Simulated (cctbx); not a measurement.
## A crystallographic session in cctbx: V3Si4

Library: cctbx 2025.11. The data are simulated by the first script.

## 1. Simulate the data

run.py:

```python
from cctbx import adptbx, crystal, miller, sgtbx, xray
from cctbx.array_family import flex
from iotbx.shelx import hklf
from scitbx import matrix
import scitbx.random

cs = crystal.symmetry(unit_cell=(7.089, 7.089, 7.089, 90, 90, 90), space_group_symbol='Hall: I -4bd 2c 3')  # I-43d
atoms = [  # label, site, U (iso, or U11 U22 U33 U12 U13 U23 in A^2), occupancy
    ("V1", (0, 0.75, 0.125), 0.0226, 1),
    ("Si1", (0.1809, 0.6809, 0.8191), 0.0287, 1),
]
xs = xray.structure(crystal_symmetry=cs)
for label, site, u, occ in atoms:
    u = adptbx.u_cif_as_u_star(cs.unit_cell(), u) if isinstance(u, tuple) else u
    xs.add_scatterer(xray.scatterer(label, site=site, u=u, occupancy=occ))
xs.set_inelastic_form_factors(0.71073, "sasaki")
xs.show_summary()
p1 = xs.expand_to_p1()
ms = miller.build_set(p1, anomalous_flag=True, d_min=0.8)
flex.set_random_seed(701365)
scitbx.random.set_random_seed(701365)
ms = ms.select(flex.random_double(ms.size()) < 0.8)
i = ms.structure_factors_from_scatterers(p1, algorithm="direct").f_calc().as_intensity_array().data()
i = i * 40000 / flex.max(i)
sig = flex.sqrt(i + flex.pow2(0.02 * i) + 4 ** 2)
noise = scitbx.random.variate(scitbx.random.normal_distribution())(i.size())
data = ms.array(data=i + sig * noise, sigmas=sig).set_observation_type_xray_intensity()
with open("data.hkl", "w") as f:
    data.export_as_shelx_hklf(f)
print("reflections written:", data.size(), " <I/sigma> = %.1f" % flex.mean(data.data() / data.sigmas()))
for h, a, b in list(data.sort("data"))[:12]:
    print("%4d%4d%4d %9.1f %7.1f" % (h + (a, b)))
```

```console
$ python run.py
```

```text
Number of scatterers: 2
At special positions: 2
Unit cell: (7.089, 7.089, 7.089, 90, 90, 90)
Space group: I -4 3 d (No. 220)
reflections written: 2336  <I/sigma> = 12.8
   0  -3   1   41122.4   824.6
   0   1   3   41062.3   824.6
  -3   1   0   40556.2   824.6
  -3   0  -1   40368.7   824.6
   0   1  -3   40314.4   824.6
   0   3  -1   40304.7   824.6
  -1  -3   0   40277.1   824.6
   1   0  -3   40063.6   824.6
   0  -3  -1   39826.4   824.6
  -1   0  -3   39826.3   824.6
   1  -3   0   39769.7   824.6
   1   0   3   39271.0   824.6
```

Run time: 0.23 s on 1 thread of Arm Neoverse V2, with other jobs on the host, peak memory 0.07 GiB.

## 2. Symmetry

run.py:

```python
from cctbx import crystal, sgtbx, statistics
from cctbx.array_family import flex
from iotbx.shelx import hklf

p1 = crystal.symmetry(unit_cell=(7.089, 7.089, 7.089, 90, 90, 90), space_group_symbol="P 1")
raw = hklf.reader(file_name="data.hkl").as_miller_arrays(crystal_symmetry=p1, anomalous=True)[0]
print(raw.size(), "reflections to d = %.3f A" % raw.d_min())
isig = raw.data() / raw.sigmas()
print("centring   violations  <I/sigma> of those")
best = "P"
for c in "ABCIRF":
    a = raw.customized_copy(space_group_info=sgtbx.space_group_info("Hall: %s 1" % c)).sys_absent_flags().data()
    m = flex.mean(isig.select(a))
    print("%5s %10d of %5d %8.1f" % (c, (isig.select(a) > 4).count(True), a.count(True), m))
    if (isig.select(a) > 4).count(True) < 0.01 * a.count(True):
        best = c
raw = raw.select(~raw.customized_copy(space_group_info=sgtbx.space_group_info("Hall: %s 1" % best)).sys_absent_flags().data())
isig = raw.data() / raw.sigmas()
rows = []
for s in sgtbx.space_group_symbol_iterator():
    g = sgtbx.space_group(s)
    if g.conventional_centring_type_symbol() != best or not g.is_compatible_unit_cell(p1.unit_cell(), 1e-3, 0.02):
        continue
    rows.append((s, g))
print("Laue class    unique    Rint  (classes that these axes allow; Friedel mates merged)")
rint = {}
for s, g in rows:
    laue = g.build_derived_patterson_group()
    key = laue.type().hall_symbol()
    if key not in rint:
        m = raw.customized_copy(space_group_info=laue.info(), anomalous_flag=False).merge_equivalents()
        rint[key] = m.r_int()
        print("%-14s %6d %7.3f" % (laue.type().lookup_symbol(), m.array().size(), m.r_int()))
floor = min(rint.values())
good = [(s, g) for s, g in rows if rint[g.build_derived_patterson_group().type().hall_symbol()] < 2 * floor + 0.03]
top = max(g.build_derived_patterson_group().order_z() for s, g in good)
print("space group    extra absences  I>4sigma  <I/sigma>")
for s, g in good:
    laue = g.build_derived_patterson_group()
    if laue.order_z() != top:
        continue
    a = raw.customized_copy(space_group_info=g.info()).sys_absent_flags().data()
    a &= ~raw.customized_copy(space_group_info=laue.info()).sys_absent_flags().data()
    bad = (isig.select(a) > 4).count(True)
    if bad <= 0.03 * a.count(True):
        print("%-16s %8d %10d %9s  %s" % (s.universal_hermann_mauguin(), a.count(True), bad, "%.1f" % flex.mean(isig.select(a)) if a.count(True) else "-", "centric" if g.is_centric() else "acentric"))
laue = max(good, key=lambda t: t[1].build_derived_patterson_group().order_z())[1].build_derived_patterson_group()
f = raw.customized_copy(space_group_info=laue.info(), anomalous_flag=False).merge_equivalents().array().eliminate_sys_absent().f_sq_as_f()
f.set_observation_type_xray_amplitude()
bins = max(3, min(8, f.size() // 12))
f.setup_binner(n_bins=bins)
w = statistics.wilson_plot(f, {e: n / laue.order_z() for e, n in {'V': 12.0, 'Si': 16.0}.items()}, e_statistics=True)
print("Wilson B = %.2f A^2   <|E^2-1|> = %.3f (0.968 centric, 0.736 acentric)   E^2>4: %.1f %%" % (w.wilson_b, w.mean_e_sq_minus_1, w.percent_e_sq_gt_2))
print("shell (A)         n   <I/sigma>")
m = raw.customized_copy(space_group_info=laue.info(), anomalous_flag=False).merge_equivalents().array().eliminate_sys_absent()
for b in m.setup_binner(n_bins=bins).range_used():
    sel = m.binner().selection(b)
    print("%5.2f - %4.2f %6d %8.1f" % (min(m.binner().bin_d_range(b)[0] if m.binner().bin_d_range(b)[0] > 0 else 99, 99), m.binner().bin_d_range(b)[1], sel.count(True), flex.mean((m.data() / m.sigmas()).select(sel))))
```

```console
$ python run.py
```

```text
2336 reflections to d = 0.803 A
centring   violations  <I/sigma> of those
    A        545 of  1183     13.8
    B        527 of  1181     13.3
    C        512 of  1146     13.6
    I          0 of  1157      0.0
    R        646 of  1567     12.9
    F        792 of  1755     13.6
Laue class    unique    Rint  (classes that these axes allow; Friedel mates merged)
I 1 2/m 1         400   0.025
I 1 1 2/m         399   0.025
I 2/m 1 1         397   0.025
I m m m           233   0.026
I 4/m             203   0.026
I 4/m m m         130   0.026
I m -3             79   0.027
I m -3 m           53   0.027
space group    extra absences  I>4sigma  <I/sigma>
I 4 3 2                 0          0         -  acentric
I 41 3 2               12          0       0.2  acentric
I -4 3 m                0          0         -  acentric
I -4 3 d              192          0       0.1  acentric
I m -3 m                0          0         -  centric
Wilson B = 2.44 A^2   <|E^2-1|> = 0.647 (0.968 centric, 0.736 acentric)   E^2>4: 0.0 %
shell (A)         n   <I/sigma>
 5.01 - 1.27     16     85.4
 1.27 - 1.01     12     81.2
 1.01 - 0.88     12    102.6
 0.88 - 0.80     13     66.3
```

Time: 0.28 s.

## 3. Patterson map

run.py:

```python
from cctbx import crystal, maptbx
from iotbx.shelx import hklf

cs = crystal.symmetry(unit_cell=(7.089, 7.089, 7.089, 90, 90, 90), space_group_symbol='Hall: I -4bd 2c 3')  # I-43d
raw = hklf.reader(file_name="data.hkl").as_miller_arrays(crystal_symmetry=cs, anomalous=True)[0]
merged = raw.eliminate_sys_absent().merge_equivalents()
fo2 = merged.array().set_observation_type_xray_intensity()
f = fo2.average_bijvoet_mates().f_sq_as_f()
pm = f.patterson_map(symmetry_flags=maptbx.use_space_group_symmetry, sharpening=False, resolution_factor=0.25)
peaks = pm.peak_search(parameters=maptbx.peak_search_parameters(min_distance_sym_equiv=0.4, max_clusters=14)).all()
top = peaks.heights()[0]
print("Patterson group", f.patterson_symmetry().space_group_info())
print("      u       v       w   height  length (A)")
for x, h in zip(peaks.sites(), peaks.heights()):
    y = [t - round(t) for t in x]
    print("%7.3f %7.3f %7.3f %8.1f %8.2f" % (x + (1000 * h / top, cs.unit_cell().length(y))))
```

```console
$ python run.py
```

```text
Patterson group I m -3 m
      u       v       w   height  length (A)
  0.000   0.000   0.000   1000.0     0.00
  0.125   0.250   0.375    119.8     3.32
  0.062   0.062   0.319    105.4     2.35
  0.000   0.250   0.500     73.2     3.96
  0.250   0.250   0.250     42.0     3.07
  0.000   0.000   0.153    -28.8     1.09
  0.000   0.414   0.414    -39.4     4.15
  0.155   0.155   0.155    -46.8     1.90
```

Time: 0.24 s.

## 4. Charge flipping

run.py:

```python
import itertools
from cctbx import crystal, maptbx
from cctbx.array_family import flex
from iotbx.shelx import hklf
from smtbx.ab_initio import charge_flipping as cf

cs = crystal.symmetry(unit_cell=(7.089, 7.089, 7.089, 90, 90, 90), space_group_symbol='Hall: I -4bd 2c 3')  # I-43d
raw = hklf.reader(file_name="data.hkl").as_miller_arrays(crystal_symmetry=cs, anomalous=True)[0]
merged = raw.eliminate_sys_absent().merge_equivalents()
fo2 = merged.array().set_observation_type_xray_intensity()
f = fo2.average_bijvoet_mates().f_sq_as_f().resolution_filter(d_min=0.8)
p1 = f.expand_to_p1()
work = p1
flex.set_random_seed(93810)
it = cf.weak_reflection_improved_iterator(delta=None, weak_reflection_fraction=0.2)
it.start(work, phases=flex.random_double(p1.size()) * 6.2832, f_000=0)
it.delta = 1.2 * it.rho_map.sigma()
print("cycle      R  skewness")
for n, st in enumerate(itertools.islice(it, 200)):
    if n % 16 == 0:
        print("%5d %6.3f %8.2f" % (n, st.r1_factor(), st.rho_map.skewness()))
rho = p1.phase_transfer(it.f_calc).fft_map().apply_volume_scaling()
polish = cf.low_density_elimination_iterator(constant_rho_c=rho.sigma())
polish.start(f_obs=p1, phases=it.f_calc, f_000=0)
for _ in range(8):
    next(polish)
print("origin shift          correlation  skewness")
maps = []
for fc, shift, cc in itertools.islice(cf.f_calc_symmetrisations(f, polish.f_calc, 0), 4):
    m = f.phase_transfer(fc).fft_map(symmetry_flags=maptbx.use_space_group_symmetry, resolution_factor=0.25).apply_sigma_scaling()
    maps.append((m.skewness(), cc, m))
    print("%6.3f %6.3f %6.3f %10.3f %9.2f" % (tuple(shift) + (cc, m.skewness())))
skew, cc, m = max((t for t in maps if t[1] > maps[0][1] - 0.04), key=lambda t: t[0])
print("taken: symmetry correlation %.3f, skewness %.2f" % (cc, skew))
peaks = m.peak_search(parameters=maptbx.peak_search_parameters(min_distance_sym_equiv=0.9, max_clusters=7)).all()
sps = cs.special_position_settings(min_distance_sym_equiv=0.5)
print("peak      x       y       z  mult  height/sigma")
for k, (x, h) in enumerate(zip(peaks.sites(), peaks.heights())):
    ss = sps.site_symmetry(x)
    print("Q%-3d %7.4f %7.4f %7.4f %4d %8.1f" % ((k + 1,) + tuple(t % 1 for t in ss.exact_site()) + (ss.multiplicity(), h)))
```

```console
$ python run.py
```

```text
cycle      R  skewness
    0  0.572     0.20
   16  0.354     3.14
   32  0.173     3.24
   48  0.178     3.09
   64  0.190     3.07
   80  0.187     3.00
   96  0.205     2.92
  112  0.183     2.88
  128  0.191     2.92
  144  0.212     2.86
  160  0.200     2.86
  176  0.208     2.98
  192  0.194     2.87
origin shift          correlation  skewness
-0.027  0.871  0.251      0.958      0.27
 0.174  0.938  0.937      0.959      0.84
 0.490  0.919 -0.005      0.939      0.64
 0.464  0.689  0.863      0.924      0.76
taken: symmetry correlation 0.959, skewness 0.84
peak      x       y       z  mult  height/sigma
Q1    0.0633  0.3338  0.5421   48      4.1
Q2    0.0000  0.2500  0.7661   24      2.0
Q3    0.9858  0.1241  0.8049   48      1.2
Q4    0.0323  0.0659  0.9316   48      0.6
Q5    0.0847  0.0847  0.0847   16      0.1
```

Time: 0.38 s.

## 5. Charge flipping

run.py, as its changes from the last script of this kind:

```diff
@@ -13,2 +13,3 @@
-work = p1
-flex.set_random_seed(93810)
+p1.setup_binner_counting_sorted(reflections_per_bin=max(40, p1.size() // 12))
+work = p1.array(data=p1.data() / p1.amplitude_quasi_normalisations().data())
+flex.set_random_seed(93811)
@@ -19,2 +20,2 @@
-for n, st in enumerate(itertools.islice(it, 200)):
-    if n % 16 == 0:
+for n, st in enumerate(itertools.islice(it, 400)):
+    if n % 33 == 0:
```

```console
$ python run.py
```

```text
cycle      R  skewness
    0  0.574     0.24
   33  0.206     3.35
   66  0.211     3.12
   99  0.210     3.04
  132  0.206     3.02
  165  0.200     2.92
  198  0.222     2.96
  231  0.207     2.81
  264  0.210     2.87
  297  0.207     2.84
  330  0.208     2.97
  363  0.207     2.91
  396  0.215     2.95
origin shift          correlation  skewness
 0.365  0.458  0.431      0.948      0.20
 0.077  0.397  0.771      0.939      0.55
 0.149  0.479  0.413      0.901      0.95
-0.002  0.393  0.411      0.907      0.59
taken: symmetry correlation 0.939, skewness 0.55
peak      x       y       z  mult  height/sigma
Q1    0.1093  0.3907  0.6093   16      3.3
Q2    0.0000  0.2500  0.1124   24      3.1
Q3    0.0214  0.3180  0.8183   48      2.4
Q4    0.0283  0.4159  0.0599   48      1.3
Q5    0.0000  0.2500  0.3750   12      0.9
```

Time: 0.43 s.

## 6. Refinement (model from the peaks)

run.py:

```python
import math
from cctbx import adptbx, crystal, maptbx, sgtbx, xray
from cctbx.array_family import flex
from cctbx.xray import observations
from iotbx.shelx import hklf
from scitbx.lstbx import normal_eqns_solving
from smtbx import absolute_structure, utils
from smtbx.refinement import constraints, least_squares

cs = crystal.symmetry(unit_cell=(7.089, 7.089, 7.089, 90, 90, 90), space_group_symbol='Hall: I -4bd 2c 3')  # I-43d
atoms = [  # label, site, U (iso, or U11 U22 U33 U12 U13 U23 in A^2), occupancy
    ("Si1", (0.1093, 0.3907, 0.6093), 0.0200, 1),
]
xs = xray.structure(crystal_symmetry=cs)
for label, site, u, occ in atoms:
    u = adptbx.u_cif_as_u_star(cs.unit_cell(), u) if isinstance(u, tuple) else u
    xs.add_scatterer(xray.scatterer(label, site=site, u=u, occupancy=occ))
xs.set_inelastic_form_factors(0.71073, "sasaki")
raw = hklf.reader(file_name="data.hkl").as_miller_arrays(crystal_symmetry=cs, anomalous=True)[0]
merged = raw.eliminate_sys_absent().merge_equivalents()
fo2 = merged.array().set_observation_type_xray_intensity()
print("Rint %.3f, %d unique reflections to %.2f A" % (merged.r_int(), fo2.size(), fo2.d_min()))
for sc in xs.scatterers():
    sc.flags.set_grad_site(True)
    sc.flags.set_grad_u_aniso(sc.flags.use_u_aniso())
    sc.flags.set_grad_u_iso(sc.flags.use_u_iso())
obs = fo2.as_xray_observations()
extra = {}
rep = constraints.reparametrisation(xs, [], utils.connectivity_table(xs), **extra)
ls = least_squares.crystallographic_ls(obs, rep, weighting_scheme=least_squares.mainstream_shelx_weighting(a=0, b=0))
print("cycle     R1     wR2    GooF  max shift (A)")
for cycle in range(6):
    ls.build_up()
    r1, wr2, goof = ls.r1_factor(cutoff_factor=2)[0], ls.wR2(), ls.goof()
    old = xs.sites_cart()
    normal_eqns_solving.levenberg_marquardt_iterations(ls, n_max_iterations=3, tau=0.0001, step_threshold=1e-7)
    big = flex.max((xs.sites_cart() - old).norms())
    print("%4d %7.4f %7.4f %7.3f %9.5f" % (cycle + 1, r1, wr2, goof, big))
    ls.build_up(objective_only=True)
    if abs(ls.wR2() - wr2) < 5e-5 and big < 5e-4:
        break
ls.build_up()
print("final R1 %.4f wR2 %.4f GooF %.3f  parameters %d  data/parameter %.1f" % (ls.r1_factor(cutoff_factor=2)[0], ls.wR2(), ls.goof(), ls.n_parameters, fo2.size() / ls.n_parameters))
cov = ls.covariance_matrix_and_annotations()
su = dict(zip(cov.annotations, (math.sqrt(max(v, 0)) for v in cov.matrix.matrix_packed_u_diagonal())))
a2 = cs.unit_cell().reciprocal_parameters()[0] ** -2
print("atom        x        y        z      Ueq    occ   su(xyz)  su(Uiso or U11)")
for sc in xs.scatterers():
    s = max(su.get(sc.label + k, 0) for k in (".x", ".y", ".z"))
    npd = "" if sc.is_positive_definite_u(cs.unit_cell()) else "  NPD"
    print("%-5s %8.5f %8.5f %8.5f %8.4f %6.3f %8.5f %7.4f%s" % ((sc.label,) + sc.site + (sc.u_iso_or_equiv(cs.unit_cell()), sc.occupancy, s, su.get(sc.label + ".uiso", su.get(sc.label + ".u11", 0) * a2), npd)))
fo = fo2.f_sq_as_f()
fc = fo.structure_factors_from_scatterers(xs, algorithm="direct").f_calc()
diff = fo.f_obs_minus_f_calc(1 / math.sqrt(ls.scale_factor()), fc).average_bijvoet_mates()
m = diff.fft_map(symmetry_flags=maptbx.use_space_group_symmetry, resolution_factor=0.25).apply_volume_scaling()
print("difference map: max %.2f min %.2f rms %.2f" % (m.statistics().max(), m.statistics().min(), m.statistics().sigma()))
peaks = m.peak_search(parameters=maptbx.peak_search_parameters(min_distance_sym_equiv=0.6, max_clusters=6)).all()
near = xs.closest_distances(peaks.sites(), distance_cutoff=4)
sps = cs.special_position_settings(min_distance_sym_equiv=0.5)
for k, (x, h) in enumerate(zip(peaks.sites(), peaks.heights())):
    ss = sps.site_symmetry(x)
    print("Q%-3d %7.4f %7.4f %7.4f %4d %7.2f  %.2f A from %s" % ((k + 1,) + tuple(t % 1 for t in ss.exact_site()) + (ss.multiplicity(), h, near.smallest_distances[k], xs.scatterers()[near.i_seqs[k]].label)))
```

```console
$ python run.py
```

```text
Rint 0.020, 63 unique reflections to 0.80 A
cycle     R1     wR2    GooF  max shift (A)
   1  0.6584  0.8841 111.651   0.05413
   2  0.6460  0.8704 109.921   0.00131
   3  0.6376  0.8578 108.330   0.00008
   4  0.6457  0.8702 109.897   0.00005
   5  0.6376  0.8578 108.330   0.00005
   6  0.6457  0.8702 109.897   0.00005
final R1 0.6376 wR2 0.8578 GooF 108.330  parameters 2  data/parameter 31.5
atom        x        y        z      Ueq    occ   su(xyz)  su(Uiso or U11)
Si1    0.11360  0.38640  0.61360   0.0001  1.000  0.00262  0.0144
difference map: max 52.82 min -17.60 rms 7.61
Q1    0.1009  0.3991  0.6009   16   56.29  0.16 A from Si1
Q2    0.0000  0.2500  0.1173   24   15.33  1.27 A from Si1
Q3    0.0277  0.1035  0.5400   48   13.78  1.13 A from Si1
Q4    0.0239  0.3414  0.9375   48   12.32  1.82 A from Si1
Q5    0.0334  0.0794  0.7667   48   11.12  1.52 A from Si1
Q6    0.0000  0.2500  0.8750   12    8.67  2.24 A from Si1
```

Run time: 0.6 s on 1 thread of Arm Neoverse V2 (shared host), peak memory 0.09 GiB.

Figures of merit this high mean that the model is still wrong or incomplete.

[Logs are printed without paths, hosts, clocks, repeated set-up lines and the standing remarks that a program may print on its own settings, such as how far it seeks lower states.]
